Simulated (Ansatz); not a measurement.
**(Si)1(Ge)3 [001] superlattice, started as zinc blende: phonons and vibrational spectra**

The cell of (Si)1(Ge)3 [001] superlattice, started as zinc blende is at rest. What are its phonons?

Method: DFT LDA, scalar-relativistic, plane waves, PAW, in Ansatz 0.2.0.

The structure was built from a prototype and need not be the compound's stable phase.

### Step 1. The structure

It takes space group Pmma (No. 51, orthorhombic). Conventional cell: a = 3.931 Å, b = 3.934 Å, c = 11.111 Å, α = 90.00°, β = 90.00°, γ = 90.00°. Ge has 2 Si at 2.39 Å and 2 Ge at 2.42 Å nearest. Nearest to Ge lie 4 Ge at 2.42 Å. Ge has 4 Ge at 2.42 Å nearest. Nearest to Si lie 2 Si at 2.36 Å and 2 Ge at 2.39 Å. Farther neighbours are not listed.

As a file:

```cif
data_structure
_symmetry_space_group_name_H-M 'P 1'
_symmetry_Int_Tables_number 1
_cell_length_a 3.9315
_cell_length_b 3.9344
_cell_length_c 11.1108
_cell_angle_alpha 90.000
_cell_angle_beta 90.000
_cell_angle_gamma 90.000
_cell_volume 171.86
loop_
_atom_site_label
_atom_site_type_symbol
_atom_site_fract_x
_atom_site_fract_y
_atom_site_fract_z
_atom_site_occupancy
Ge1 Ge 0.50000 0.50000 0.24389 1
Ge2 Ge 0.00000 0.50000 0.37167 1
Ge3 Ge 0.00000 0.00000 0.49883 1
Ge4 Ge 0.50000 0.00000 0.62617 1
Ge5 Ge 0.50000 0.50000 0.75333 1
Ge6 Ge 0.00000 0.50000 0.88111 1
Si7 Si 0.00000 0.00000 0.00362 1
Si8 Si 0.50000 0.00000 0.12138 1
```

### Step 2. Modes at Γ

The cell comes from relaxations at this level that are not shown. The zone centre is the only wavevector solved here; it holds the modes that light can see, as far as symmetry allows. No field response is asked.

input.yaml

```yaml
crystal:
  lattice:
    - [2.779960846, 2.779960846, 0.0]
    - [-2.7820399474, 2.7820399474, 0.0]
    - [0.0, 0.0, 11.1108079681]
  atoms:
    - { symbol: Ge, position: [0.5, 0.5, 0.2438877159] }
    - { symbol: Ge, position: [0.0, 0.5, 0.371668551] }
    - { symbol: Ge, position: [0.0, 0.0, 0.4988255746] }
    - { symbol: Ge, position: [0.5, 1.0, 0.6261744254] }
    - { symbol: Ge, position: [0.5, 0.5, 0.753331449] }
    - { symbol: Ge, position: [0.0, 0.5, 0.8811122841] }
    - { symbol: Si, position: [0.0, 0.0, 0.0036208949] }
    - { symbol: Si, position: [0.5, 1.0, 0.1213791051] }
kpoints:
  mp_grid: { grid: [8, 8, 4] }
hamiltonian:
  xc: lda
scf:
  occupations: { method: gaussian, width: 0.01 }
output:
  eigenvalues: true
phonons:
  method: dfpt
```

Run with:

```
$ ansatz run input.yaml --threads 8 --pin off --max-ram 14336MiB --backend cpu --events-out ev --progress --plain --runs-dir out
```

Numbers of over 12 decimals in the logs are rounded to 6 here.

Output:

```text
zone centre: on kpoints.mp_grid the ground state, and the responses unless they are solved on pairs of k-points, stand on 102 of the mesh's 256 k-points, reduced under 2 symmetry operations, with k and −k counted as one. Each operation leaves every solved displacement unchanged or reverses it
Engine: ansatz 0.2.0, aarch64-unknown-linux-gnu
Pseudopotentials: kind: paw
Pseudopotential: Ge, paw, valence charge 14, recommended cutoff 420 eV (normal), Ge.paw.azcp
Pseudopotential: Si, paw, valence charge 4, recommended cutoff 420 eV (normal), Si.paw.azcp
Functional definition: SPW92
  exchange = slater_x
  correlation = pw_c
Crystal: 8 atoms, lattice volume = 171.861 Å³
Basis set: ecut = 420 eV, 3413 PW (Γ), exchange–correlation on 60×54×160 points (8 copies of the dense FFT grid, shifted against one another)
Bands: 56, of which v1, the nominal top of the filled ones, is band 46 counted from 1 (45 counted from 0)
Symmetry: 8 space group operations
k-points: 102 of 256 (irreducible under 2 space group operations, time reversal used)
Non-local potential: Ge, projectors of the file, l = 0: 2, l = 1: 2, l = 2: 3, l = 3: 1
Non-local potential: Si, projectors of the file, l = 0: 2, l = 1: 2, l = 2: 2
PAW form: soft (Blöchl's): semilocal exchange-correlation on the pseudo side does not see the compensation charge
PAW frozen core: Ge, regenerated for the run's functional, and the local potential with it (the file was generated under x = pbe(κ = 0.804, μ = 0.219515), c = pbe(β = 0.066725))
PAW frozen core: Si, regenerated for the run's functional, and the local potential with it (the file was generated under x = pbe(κ = 0.804, μ = 0.219515), c = pbe(β = 0.066725))
PAW one-centre angular grid: Ge, 590 points (default); XC on 64 Gauss nodes
PAW one-centre angular grid: Si, 110 points (default); XC on 64 Gauss nodes
Initial density: superposition of atomic densities (neutral atoms: chi_scale 0, normalization atom), corrected by the library's trained network
Initial wavefunctions: pseudopotential atomic-orbital guess
Functional: x = slater, c = lda
SCF iter   1: F=—  HF=-26511.567275 eV  |F-HF|=—  |Δ(HF+E_count)|=         —  Δρ=4.96e-3  dr2=8.69e-2  ethr=1.77e-3  ⟨swp⟩=6.2  Hψ=21357  notcnv=0  defer=2
preconditioner: auto → Resta (q_TF=auto, 2.458 Å⁻¹)  ε∞=2.7  [insulator: Δε(μ)=0.207 eV  Ē_g=21.075 eV  σ=0.010 eV  W_gap=1.00  n_scr=48 (ndim 8)  ℏωp=27.2 eV  f_vac=0.028  D(μ)=0.00/eV (n_scr^D=0)  ε∞_Penn≈2.7]
SCF iter   2: F=—  HF=-26511.552071 eV  |F-HF|=—  |Δ(HF+E_count)|=   1.52e-2  Δρ=2.85e-3  dr2=2.18e-2  ethr=9.44e-5  ⟨swp⟩=2.8  Hψ=7723  notcnv=0  defer=436
SCF iter   3: F=—  HF=-26511.549085 eV  |F-HF|=—  |Δ(HF+E_count)|=   2.99e-3  Δρ=1.66e-3  dr2=3.05e-3  ethr=2.37e-5  ⟨swp⟩=2.7  Hψ=6644  notcnv=0  defer=436
SCF iter   4: F=—  HF=-26511.548735 eV  |F-HF|=—  |Δ(HF+E_count)|=   3.51e-4  Δρ=5.49e-4  dr2=3.28e-4  ethr=3.32e-6  ⟨swp⟩=2.4  Hψ=7837  notcnv=0  defer=436
SCF iter   5: F=—  HF=-26511.548684 eV  |F-HF|=—  |Δ(HF+E_count)|=   5.06e-5  Δρ=9.46e-5  dr2=2.06e-5  ethr=3.56e-7  ⟨swp⟩=2.0  Hψ=9638  notcnv=0  defer=436
SCF iter   6: F=—  HF=-26511.548684 eV  |F-HF|=—  |Δ(HF+E_count)|=   4.14e-7  Δρ=2.51e-5  dr2=1.63e-6  ethr=2.24e-8  ⟨swp⟩=2.0  Hψ=9955  notcnv=0  defer=436
SCF iter   7: F=—  HF=-26511.548687 eV  |F-HF|=—  |Δ(HF+E_count)|=   3.17e-6  Δρ=6.62e-6  dr2=1.13e-7  ethr=1.77e-9  ⟨swp⟩=2.0  Hψ=7158  notcnv=0  defer=436
SCF iter   8: F=—  HF=-26511.548687 eV  |F-HF|=—  |Δ(HF+E_count)|=   1.21e-8  Δρ=3.06e-6  dr2=1.05e-8  ethr=1.23e-10  ⟨swp⟩=2.0  Hψ=9820  notcnv=0  defer=436
SCF iter   9: F=—  HF=-26511.548687 eV  |F-HF|=—  |Δ(HF+E_count)|=   3.75e-9  Δρ=5.35e-7  dr2=3.53e-10  ethr=1.14e-11  ⟨swp⟩=2.0  Hψ=9968  notcnv=0  defer=436
SCF iter  10: F=—  HF=-26511.548687 eV  |F-HF|=—  |Δ(HF+E_count)|=  2.07e-10  Δρ=1.19e-7  dr2=2.17e-11  ethr=1.00e-12  ⟨swp⟩=2.0  Hψ=8336  notcnv=0  defer=436
SCF iter  11: F=-26511.548687 eV  HF=-26511.548687 eV  |F-HF|=7.28e-12  |Δ(HF+E_count)|=  3.64e-12  Δρ=1.97e-8  dr2=5.62e-13  ethr=1.00e-12  ⟨swp⟩=10.4  Hψ=27046  notcnv=0
SCF 1 converged in 11 iterations: F = -26511.548687 eV  dr2 = 5.62e-13
  greatest PAW one-centre occupation: 0.998 electrons in one spin orbital (limit 2), on the Ge atom at site 3 (counted from 0), in its partial waves of l = 2
DFPT response loops at Γ: preconditioner auto → Resta (q_TF=auto, 2.458 Å⁻¹)  ε∞=17.3 (no band partly filled); β = 1.00, the filter's whole step (`scf.mixing.beta` (0.50) is not read by the response loops at its default; to damp them type it under 1.00, their step now; it binds the ground state too); Broyden in place of MSR1
SCF converged after 11 iterations
Free energy (F): -26511.548687 eV
Harris-Foulkes:  -26511.548687 eV  (|F-HF|=7.28e-12)
Internal energy: -26511.548687 eV  (E = F + TS)
E sigma→0 (E₀):  -26511.548687 eV
Fermi energy:    8.179503 eV
--- Per-component energies (eV) ---
  E_band       = -919.242070
  E_kinetic    = 755.414011
  E_local      = -17071.370289  (includes V_loc(G=0)·N_el)
  E_nonlocal   = 2585.446541
  E_hartree    = 7604.590218
  E_xc         = -562.585848
  E_vxc        = -487.328287  (∫ρ·V_xc dr)
  E_paw        = -12621.570015  (= ΣΔE_a)
  E_vpaw       = -1910.586109  (= ΣTr[D̂ρ^β])
  E_aug_tail   = 0.001695  (compensation charges beyond the density's cutoff)
  E_ewald      = -7213.093619
  E_core_change = 11.618619  (= ΣΔE_core)
  E_smearing   = -0.000000  (= −TS)
  E_closure    = 0.000000  (closes the sum)
  Σ components = -26511.548687   (vs F -26511.548687, Δ=0.00e0)
--- Band table (eV; the first three rows and the last of 102) ---
  k-point 0: bands = [... 42 lower, 6.1102, 7.9991, 8.0530, 8.0789, 8.4055, 8.6492, 8.9033, 9.0472, ... 6 higher]
  k-point 1: bands = [... 42 lower, 6.5586, 7.1740, 7.7625, 7.7867, 8.3620, 8.5850, 9.1139, 9.4547, ... 6 higher]
  k-point 2: bands = [... 42 lower, 7.0569, 7.0783, 7.2604, 7.2860, 8.3348, 8.5172, 9.4985, 9.5580, ... 6 higher]
  k-point 101: bands = [... 42 lower, 4.4883, 4.4883, 4.4981, 4.4981, 9.6154, 9.6154, 9.9292, 9.9292, ... 6 higher]
--- Phonons (Γ-DFPT): 8 representative perturbations + reference, on 102 of 256 k-points (Σ response iterations 28) ---
  k mesh reduced under 2 symmetry operations, with k and −k counted as one. Each operation leaves every solved displacement unchanged or reverses it
  ASR residual: 1.294e-5 → 0.000e0 eV/Å²; symmetrization residual: 8.512e-6 eV/Å²
  ASR residual per site (eV/Å²): 1.26e-5 1.29e-5 8.73e-6 8.73e-6 1.29e-5 1.26e-5 9.88e-6 9.88e-6
  Γ frequencies (cm⁻¹): 0.00 0.00 0.00 70.07 70.40 70.93 77.35 92.40 109.99 141.47 162.22 249.11 269.19 272.92 275.21 275.48 288.27 290.69 297.04 326.89 364.78 401.76 448.44 467.30
  non-analytic LO–TO correction: not included (Born effective charges unavailable; polar crystals: no LO–TO splitting at Γ)
```

It took 2.6 min on 8 threads of Arm Neoverse V1, shared host; peak memory 3.3 GiB; 20 min of CPU time.

Numbers from this step:

```
gap on the k-mesh                                       : 0.2012 eV
volume per atom                                         : 21.48 Å³
sum-rule residual before enforcement                    : 1.29e-5 eV/Å²
point group                                             : mmm
highest optical mode at the zone centre (no LO-TO term) : 467.3 cm⁻¹
lowest optical zone-centre mode                         : 70.07 cm⁻¹
```

Without the LO-TO term. Patterns of degenerate modes are one choice out of their space. Modes at Γ, with each element's share of the kinetic energy:

| mode | frequency (cm⁻¹) | symmetry | Ge % | Si % |
| --- | --- | --- | --- | --- |
| 1 | 0.0 | acoustic | 89 | 11 |
| 2 | 0.0 | acoustic | 89 | 11 |
| 3 | 0.0 | acoustic | 89 | 11 |
| 4 | 70.1 | B3g | 100 | 0 |
| 5 | 70.4 | B2g | 100 | 0 |
| 6 | 70.9 | B3u | 100 | 0 |
| 7 | 77.3 | B2u | 82 | 18 |
| 8 | 92.4 | B3g | 78 | 22 |
| 9 | 110.0 | B3u | 13 | 87 |
| 10 | 141.5 | Ag | 98 | 2 |
| 11 | 162.2 | B1u | 80 | 20 |
| 12 | 249.1 | Ag | 98 | 2 |
| 13 | 269.2 | B1u | 87 | 13 |
| 14 | 272.9 | B2g | 100 | 0 |
| 15 | 275.2 | B2u | 100 | 0 |
| 16 | 275.5 | B3u | 99 | 1 |
| 17 | 288.3 | B3g | 99 | 1 |
| 18 | 290.7 | B2g | 99 | 1 |
| 19 | 297.0 | Ag | 100 | 0 |
| 20 | 326.9 | B1u | 44 | 56 |
| 21 | 364.8 | B2u | 29 | 71 |
| 22 | 401.8 | B3g | 23 | 77 |
| 23 | 448.4 | Ag | 4 | 96 |
| 24 | 467.3 | B2g | 1 | 99 |

Displacements in mode 4 (70.1 cm⁻¹), the largest set to 1:
```
Ge1  0.14 -0.14  0.00
Ge2  1.00 -1.00  0.00
Ge3  0.93 -0.93  0.00
Ge4 -0.93  0.93  0.00
Ge5 -1.00  1.00  0.00
Ge6 -0.14  0.14  0.00
Si7 -0.07  0.07  0.00
Si8  0.07 -0.07  0.00
```

Displacements in mode 18 (290.7 cm⁻¹), the largest set to 1:
```
Ge1  0.69  0.69  0.00
Ge2 -0.77 -0.77  0.00
Ge3  1.00  1.00  0.00
Ge4 -1.00 -1.00  0.00
Ge5  0.77  0.77  0.00
Ge6 -0.69 -0.69  0.00
Si7 -0.19 -0.19  0.00
Si8  0.19  0.19  0.00
```

Before it was imposed, the acoustic sum rule was missed by 1.3e-5 eV/Å². Small misses are needed for a sound result but don't prove that mesh and cutoff are converged. The lowest optical mode is real, 70.1 cm⁻¹.

### Step 3. Another isotope, element Ge, natural mass 72.63 amu

An isotope changes the mass and not the force constants, so no new electronic calculation is needed; the shifts show which modes move this element.

The same force constants with the mass of Ge changed from 72.630 to 75.921 u (phonopy, no LO-TO term). Both lists are sorted by frequency; levels can cross, so a row need not hold one and the same mode. Modes under 3 cm⁻¹ are left out. Isotope shifts, by row:

| q | rank | natural mass (cm⁻¹) | changed mass (cm⁻¹) |
| --- | --- | --- | --- |
| 0 0 0 | 4 | 70.07 | 68.54 |
| 0 0 0 | 5 | 70.4 | 68.86 |
| 0 0 0 | 6 | 70.93 | 69.38 |
| 0 0 0 | 7 | 77.35 | 75.95 |
| 0 0 0 | 8 | 92.4 | 90.8 |
| 0 0 0 | 9 | 110 | 109.7 |
| 0 0 0 | 10 | 141.5 | 138.4 |
| 0 0 0 | 11 | 162.2 | 159.4 |
| 0 0 0 | 12 | 249.1 | 243.8 |
| 0 0 0 | 13 | 269.2 | 264 |
| 0 0 0 | 14 | 272.9 | 266.9 |
| 0 0 0 | 15 | 275.2 | 269.2 |
| 0 0 0 | 16 | 275.5 | 269.5 |
| 0 0 0 | 17 | 288.3 | 282 |
| 0 0 0 | 18 | 290.7 | 284.4 |
| 0 0 0 | 19 | 297 | 290.5 |
| 0 0 0 | 20 | 326.9 | 323.8 |
| 0 0 0 | 21 | 364.8 | 362.5 |
| 0 0 0 | 22 | 401.8 | 399.8 |
| 0 0 0 | 23 | 448.4 | 448.1 |
| 0 0 0 | 24 | 467.3 | 467.2 |

A mode of this element alone would shift by -2.19 %. The highest zone-centre frequency without the field goes from 467.3 to 467.2 cm⁻¹ (-0.0 %). The product of the frequency ratios over all optical modes at Γ is 0.712; the product rule, (m/m′)^(3k/2) (M′/M)^(3/2) with k = 6 such atoms and M the mass of the cell, gives 0.712.

### Step 4. Isotope substitution, element Si, natural mass 28.085 amu

The same for Si, from 28.09 to 29.97 u.

A mode of this element alone would shift by -3.20 %. The highest zone-centre frequency without the field goes from 467.3 to 452.5 cm⁻¹ (-3.2 %). The product of the frequency ratios over all optical modes at Γ is 0.832; the product rule, (m/m′)^(3k/2) (M′/M)^(3/2) with k = 2 such atoms and M the mass of the cell, gives 0.832.

### Step 5. Outcome

| Property | Result |
| --- | --- |
| space group (within 0.01 Å) | Pmma |
| volume per atom | 21.5 Å³ |
| gap on the k-mesh | 0.201 eV |
| highest optical mode at the zone centre (no LO-TO term) | 467 cm⁻¹ |
| lowest optical zone-centre mode | 70.1 cm⁻¹ |
| imaginary modes at Γ (the only wavevector solved) | none |

**Reading.** The structure is stable against zone-centre distortions, since no mode there is imaginary; runs at other wavevectors are not part of this account. Without the field, the optical modes at Γ span 70 to 467 cm⁻¹. The dispersion is not part of this account. The highest mode in this list at Γ, 467.3 cm⁻¹, is mostly motion of Si (99 % of the kinetic energy). The starting cell was built on a prototype and not taken from a measurement, so the phase need not exist. These are harmonic frequencies at zero temperature: anharmonic shifts, linewidths and thermal expansion are left out.

[Logs are printed without paths, hosts, clocks, repeated set-up lines and the standing remarks that a program may print on its own settings, such as how far it seeks lower states.]

[Hosts, paths, dates, database ids (printed as entryN), source tags and the programs' standing remarks are cut or masked in the printed files.]
